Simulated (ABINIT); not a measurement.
Entries from a set of simulations; values are calculated unless marked as measured.

```xyz
4
Lattice="3.074 0.000 0.000 -1.537 2.662 0.000 0.000 0.000 5.045" Properties=species:S:1:pos:R:3 pbc="T T T" subject="Beyond one shot: SiC (P6_3mc)" method="RPA screening on PBE, plane waves, norm-conserving pseudopotentials (and 3 further levels or steps)" program="ABINIT 10.8.3" settings="cutoff 37 Ha, PseudoDojo scalar-relativistic 0.4.1 standard, norm-conserving, ngkpt (6, 6, 4), nband 159, ecuteps 7.2 Ha, inclvkb 2, shiftk (0, 0, 0), symchi 1, awtr 1, frequency ppm, 6×6×4 k-mesh" cost="5 runs, 62 min in all on 8 MPI ranks of Arm Neoverse V1, shared host" notes="The program’s warnings: nkpt*nsppol () is not a multiple of nproc spkpt (). The cell and positions are those that the Materials Project relaxed with its own functionals (PBE, PBE+U or r2SCAN), kept fixed. The first cycle of evGW0 takes the full correction, without the factor Z, so it overshoots the one-shot value." g0w0="2.956 eV" evgw0_cycle_1="3.125 eV" evgw0_cycle_2="3.084 eV" known_limits="short of the basis limit"
Si    0.000    1.774    2.521
Si    1.537    0.887    5.043
C     0.000    1.774    4.417
C     1.537    0.887    1.894
```

[Long decimals in the printed logs are rounded to 6 places.]

[Logs are printed without paths, hosts, clocks, repeated set-up lines and the standing remarks that a program may print on its own settings, such as how far it seeks lower states.]

[Paths, hosts, dates, memory and timing lines, banners, echoed tables and standing remarks are left out of the program output; an Ansatz launch command may be rebuilt from the run's recorded settings. Measured values are a selection of at most five: reports struck by readers or far from the other reports are left out. None is set beside runs whose start may be inverted or whose files or cutoffs have a known fault.]

[Runs of the session that timed out or met a known fault of the program may be left out.]

[Hosts, paths, dates, database ids (printed as entryN), source tags and the programs' standing remarks are cut or masked in the printed files.]

[G0W0 gaps are taken among the corrected bands and points alone; a level outside them can change the order at an edge.]

[Where Ansatz stands beside ABINIT at settings called matched, ABINIT's density can come from a denser mesh and the files from another edition; pairs whose starting gaps differed by over 0.03 eV were left out, so agreement reads better than it is.]
